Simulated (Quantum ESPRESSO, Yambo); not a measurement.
# Quasiparticle gap of MoS2 (P6_3/mmc) in Yambo, part 3 of 3

Aim: the G0W0 gap of MoS2 (P6_3/mmc) on PBE, step by step.

Quantum ESPRESSO 7.5 and Yambo 5.3.0; PBE and many-body steps on it, plane waves. Known limits of the many-body steps: not at the basis limit; no spin-orbit coupling; coarse k mesh.

So far. Step 3 (Bands along the symmetry lines): The gap is 0.889 eV, as in the run before at this level. Step 4 (Empty states on the mesh, 3×3×1 mesh, 112 bands): On this mesh the gap is 1.052 eV. The earlier step found 0.889 eV, so this mesh misses an edge.

The database entry behind the starting cell differs from later determinations by our own check (about 0.3 % long), so it need not match the best structure at ambient conditions.

## 6. Screening and self-energy, 3×3×1 mesh, 112 bands, screening to 95.2 eV

Now the one-shot GW correction: screening in the RPA, then the self-energy of the levels asked for.

This step: G0W0 on PBE, plane waves, norm-conserving pseudopotentials.

gw1.in

```
HF_and_locXC
gw0
dyson
ppa
em1d
rim_cut
RandQpts= 1000000
RandGvec= 1 RL
EXXRLvcs= 72 Ry
VXCRLvcs= 288 Ry
Chimod= "HARTREE"
% BndsRnXp
 1 | 112 |
%
NGsBlkXp= 7 Ry
% LongDrXp
 1 | 1 | 1 |
%
% GbndRnge
 1 | 112 |
%
DysSolver= "n"
ExtendOut
PPAPntXp= 27.21138 eV
% QPkrange
 1 | 1 | 25 | 28 |
 3 | 3 | 25 | 28 |
%
```

Started as:

```console
$ OMP_NUM_THREADS=2 mpirun -n 4 yambo -F gw1.in -J gw1 -C gw1 > gw1.log
```

What it wrote:

```text
 Yambo, version 5.3.0

 [02] CORE Variables Setup
 =========================

  [... cell, symmetries and grids as in the set-up ...]

  [02.05] Energies & Occupations
  ==============================

  [X] === General ===
  [X] Electronic Temperature                        :  0.000000  0.000000 [eV K]
  [X] Bosonic    Temperature                        :  0.000000  0.000000 [eV K]
  [X] Finite Temperature mode                       : no
  [X] El. density                                   :  0.48515E+24 [cm-3]
  [X] Fermi Level                                   :  10.99216 [eV]

  [X] === Gaps and Widths ===
  [X] Conduction Band Min                           :  1.051771 [eV]
  [X] Valence Band Max                              :  0.000000 [eV]
  [X] Filled Bands                                  :  26
  [X] Empty Bands                                   :   27  112
  [X] Direct Gap                                    :  1.653898 [eV]
  [X] Direct Gap localized at k                     :  3
  [X] Indirect Gap                                  :  1.051771 [eV]
  [X] Indirect Gap between kpts                     :  1  3
  [X] Last valence band width                       :  1.539690 [eV]
  [X] 1st conduction band width                     :  1.047879 [eV]

 [03] Transferred momenta grid and indexing
 ==========================================

 IBZ Q-points                                      :  3
 BZ  Q-points                                      :   9

 K/Q-points units:
 rlu = crystal or reduced units; cc = cartesian coordinates; iku = interal k-units

 Q [1]          [rlu]:  0.000000  0.000000  0.000000
 Q [2]          [rlu]: -0.79644E-17  0.33333       0.0000
 Q [3]          [rlu]:  0.333333  0.333333  0.000000

 [04] Coloumb potential Random Integration (RIM)
 ===============================================

  [04.01] RIM initialization
  ==========================

  * Diagonal components only detected *

  8 x (sBL volume)        :  0.304834 [a.u.]
  sBZ random points       :  1000000
  Points outside the sBZ  :   7993074
  RL volume               :  0.342938 [a.u.]
  Integrated volume       :  0.343236 [a.u.]

  [04.02] RIM integrals
  =====================

  Gamma point sphere radius             :  0.122078 [a.u.]
  Points outside the sphere             :   799724
  [Int_sBZ(q=0) 1/q^2]*(Vol_sBZ)^(-1/3) =:  7.615907
                                 should be <:  7.795600

  Summary of Coulomb integrals for non-metallic bands |Q|[au] RIM/Bare

  Q [1] 0.100000E-4 0.976949 * Q [2] 0.403838 1.108297
  Q [3] 0.699467 1.036392

 [05] Dipoles
 ============

  [05.01] Setup: observables and procedures
  =========================================

  [WARNING] [x,Vnl] slows the Dipoles computation. To neglect it rename the ns.kb_pp file

 [06] Dynamic Dielectric Matrix (PPA)
 ====================================

 [WR./gw1//ndb.pp]---------------------------------------------------------------
  Brillouin Zone Q/K grids (IBZ/BZ)                :   3   9   3   9
  RL vectors                                       :   9169 [WF]
  Coulomb cutoff potential                         : none
  Electronic Temperature                           :  0.000000 [K]
  Bosonic    Temperature                           :  0.000000 [K]
  PPA    diel. fun.  energies                      : Perdew, Burke & Ernzerhof(X)+Perdew, Burke & Ernzerhof(C)
  wavefunctions                                    : Perdew, Burke & Ernzerhof(X)+Perdew, Burke & Ernzerhof(C)
  Global Gauge                                     : length
  X matrix size                                    :  241
  X band range                                     :    1  112
  X e/h energy range                               : -1.000000 -1.000000 [eV]
  X Time ordering                                  : R
  X Hxc Kernel                                     : HARTREE
  X Drude frequency                                :  0.000000  0.000000
  X poles                                          :  100.0000 [o/o]
  RL vectors in the sum                            :   9169
  [r,Vnl] included                                 : yes
  Field direction                                  :  0.577350E-5  0.577350E-5  0.577350E-5
  BZ energy Double Grid                            : no
  BZ energy DbGd points                            : 0
  BZ Q point size factor                           : -1.000000
  X Optical Averaged directions                    : none

 [07] Local Exchange-Correlation + Non-Local Fock
 ================================================

 [VXC] Plane waves :   59645
 [EXS] Plane waves :   7461

 QP @ state[ 1 ] K range:  1  1
 QP @ state[ 1 ] b range:  25  28
 QP @ state[ 2 ] K range:  3  3
 QP @ state[ 2 ] b range:  25  28

 [xc] Functional : Perdew, Burke & Ernzerhof(X)+Perdew, Burke & Ernzerhof(C)
 [xc] LIBXC used to calculate xc functional
  PP Number of Atomic Species                      :  2
  NLCC RL compoments                               :   59645
  PP Number of Atomic Species                      :  2
  NLCC RL compoments                               :   59645

 [xc] E_xc :  -24.91411 [Ha]
      E_xc :  -49.82821 [Ry]

  Local XC kind (lXC) : Perdew, Burke & Ernzerhof(X)+Perdew, Burke & Ernzerhof(C)
  Non-Local XC kind (nlXC) : Hartree-Fock

  Corrections @ K [1] :  [eV]
 <25|nlXC|25> = -16.36919  0.30240E-16 <25|lXC|25> = -15.39539  0.000000
 <26|nlXC|26> = -17.00072  0.17511E-16 <26|lXC|26> = -16.36978  0.000000
 <27|nlXC|27> = -11.02189 -0.72801E-17 <27|lXC|27> = -15.68272  0.37763E-15
 <28|nlXC|28> = -11.02398  0.48098E-17 <28|lXC|28> = -15.68272  0.94408E-16

  Corrections @ K [3] :  [eV]
 <25|nlXC|25> = -17.08562  0.71913E-18 <25|lXC|25> = -16.19647 -0.11801E-16
 <26|nlXC|26> = -17.38939  0.10767E-16 <26|lXC|26> = -16.54889  0.47204E-16
 <27|nlXC|27> = -12.79907  0.29609E-18 <27|lXC|27> = -17.60131 -0.18882E-15
 <28|nlXC|28> = -12.79910 -0.26779E-17 <28|lXC|28> = -17.60130  0.94408E-16

  [07.01] Hartree-Fock occupations report
  =======================================

  [Hartree-Fock] === General ===
  [Hartree-Fock] Electronic Temperature             :  0.000000  0.000000 [eV K]
  [Hartree-Fock] Bosonic    Temperature             :  0.000000  0.000000 [eV K]
  [Hartree-Fock] Finite Temperature mode            : no
  [Hartree-Fock] El. density                        :  0.48515E+24 [cm-3]
  [Hartree-Fock] Fermi Level                        :  10.99216 [eV]

  [Hartree-Fock] === Gaps and Widths ===
  [Hartree-Fock] Conduction Band Min                :  1.393449 [eV]
  [Hartree-Fock] Valence Band Max                   : -0.630940 [eV]
  [Hartree-Fock] Filled Bands                       :  26
  [Hartree-Fock] Empty Bands                        :   27  112
  [Hartree-Fock] Direct Gap                         :  2.933139 [eV]
  [Hartree-Fock] Direct Gap localized at k          :  2
  [Hartree-Fock] Indirect Gap                       :  2.024388 [eV]
  [Hartree-Fock] Indirect Gap between kpts          :  1  2
  [Hartree-Fock] Last valence band width            :  0.908750 [eV]
  [Hartree-Fock] 1st conduction band width          :  5.367032 [eV]

 [08] Dyson equation: Newton solver
 ==================================

  [08.01] G0W0 (W PPA)
  ====================

  [  GW  ] Bands range     :    1  112
  [GW/PPA] G damping       :  0.100000 [eV]

  QP @ state[ 1 ] K range:  1  1
  QP @ state[ 1 ] b range:  25  28
  QP @ state[ 2 ] K range:  3  3
  QP @ state[ 2 ] b range:  25  28

   Sc/G bands                                       :    1  112
   Sc/G damping                                     :  0.100000 ev
   Sc bands terminator                              : no
   Sx RL components                                 :   7461

   QP @ state[ 1 ] K range                          :  1  1
   QP @ state[ 1 ] b range                          :  25  28
   QP @ state[ 2 ] K range                          :  3  3
   QP @ state[ 2 ] b range                          :  25  28
   GF energies kind                                 : Perdew, Burke & Ernzerhof(X)+Perdew, Burke & Ernzerhof(C)
   GF WF`s kind                                     : Perdew, Burke & Ernzerhof(X)+Perdew, Burke & Ernzerhof(C)
   Xs energies kind                                 : Perdew, Burke & Ernzerhof(X)+Perdew, Burke & Ernzerhof(C)
   Xs WF`s kind                                     : Perdew, Burke & Ernzerhof(X)+Perdew, Burke & Ernzerhof(C)

 [11] Game Over & Game summary
```

It took 13 s on 4 MPI ranks of Arm Neoverse V2, shared host; peak memory 1.8 GiB; 71 s of CPU time.

This step gave:

| Quantity | Value |
| --- | --- |
| G0W0 gap on the points computed | 1.740 eV |
| starting gap on the mesh | 1.052 eV |
| k of the valence top | 0, 0, 0 |
| k of the conduction bottom | 0.3333, 0.3333, 0 |
| least direct G0W0 gap on the computed points | 2.303 eV |
| Z at the valence top | 0.7822 |
| Z at the conduction bottom | 0.7806 |

The gap on the mesh goes from 1.05 eV to 1.74 eV, a correction of +0.69 eV. The start differs from the 0.89 eV found before because the two sample other k points.

Limits: finite bands, cutoff and mesh; no spin-orbit coupling; coarse k mesh. v1 is the top filled band, c1 the lowest empty one. The levels before and after the correction (eV, zero at the valence-band top of each column):

```tsv
	conduction bottom	valence top
Kohn-Sham	1.05	0.00
G0W0	1.74	0.00
```

```tsv
	level	energy (eV)
Kohn-Sham	Γ v2	-1.144
Kohn-Sham	Γ v1	0.000
Kohn-Sham	Γ c1	2.100
Kohn-Sham	Γ c2	2.100
Kohn-Sham	(0.333 0.333 0) v2	-0.764
Kohn-Sham	(0.333 0.333 0) v1	-0.602
Kohn-Sham	(0.333 0.333 0) c1-c2	1.052
G0W0	Γ v2	-1.249
G0W0	Γ v1	0.000
G0W0	Γ c1	2.600
G0W0	Γ c2	2.595
G0W0	(0.333 0.333 0) v2	-0.763
G0W0	(0.333 0.333 0) v1	-0.564
G0W0	(0.333 0.333 0) c1-c2	1.740
```

## 7. Where the time went

Times are wall times on the hardware named with each run, good to a factor of about two.

```tsv
step	time	share	memory (GiB)
ground state	15 s	26 %	0.81
bands along the symmetry lines	21 s	37 %	0.71
empty states on the mesh	6.9 s	12 %	0.62
conversion and set-up	2 s	3 %	0.24
screening and self-energy	13 s	22 %	1.8
```

## 8. Results

| Property | Result |
| --- | --- |
| PBE gap | 0.89 eV, indirect |
| G0W0 gap on the mesh | 1.74 eV |
| G0W0 gap over the zone (rigid shift) | 1.58 eV |
| GW settings | 3×3×1 mesh, 112 bands, screening to 95.2 eV, Godby-Needs plasmon pole |
| known limits | not at the basis limit; no spin-orbit coupling; coarse k mesh |

In words: G0W0 moves the gap on the mesh from 1.05 eV to 1.74 eV (+0.69 eV), with Z of 0.78 and 0.78 at the edges. The mesh misses the band edges by 0.16 eV in all; a rigid shift gives 1.58 eV for the zone. Only 2 of the mesh's irreducible points were corrected, so a valley elsewhere could overtake. Bands and cutoff are finite, so the gap is not at the basis limit. The miss can reach some tenths of an eV and take either sign; the mesh is an error of its own. In the G0W0 run levels were corrected at 2 k points alone, so a gap called «on the mesh» is the least over those, and an edge elsewhere would be missed. A denser mesh or path gives a starting gap of 0.89 eV: the GW mesh misses a band edge, so its gaps are not the fundamental one. The 3×3×1 mesh is coarse for this cell, which bears on the long-range parts of exchange and screening. The many-body steps are scalar-relativistic: spin-orbit coupling is not in them.

[Paths, hosts, dates, memory and timing lines, banners, echoed tables and standing remarks are left out of the program output.]

[Logs are printed without paths, hosts, clocks, repeated set-up lines and the standing remarks that a program may print on its own settings, such as how far it seeks lower states.]

[Runs of the session that timed out or met a known fault of the program may be left out.]

[Hosts, paths, dates, database ids (printed as entryN), source tags and the programs' standing remarks are cut or masked in the printed files.]
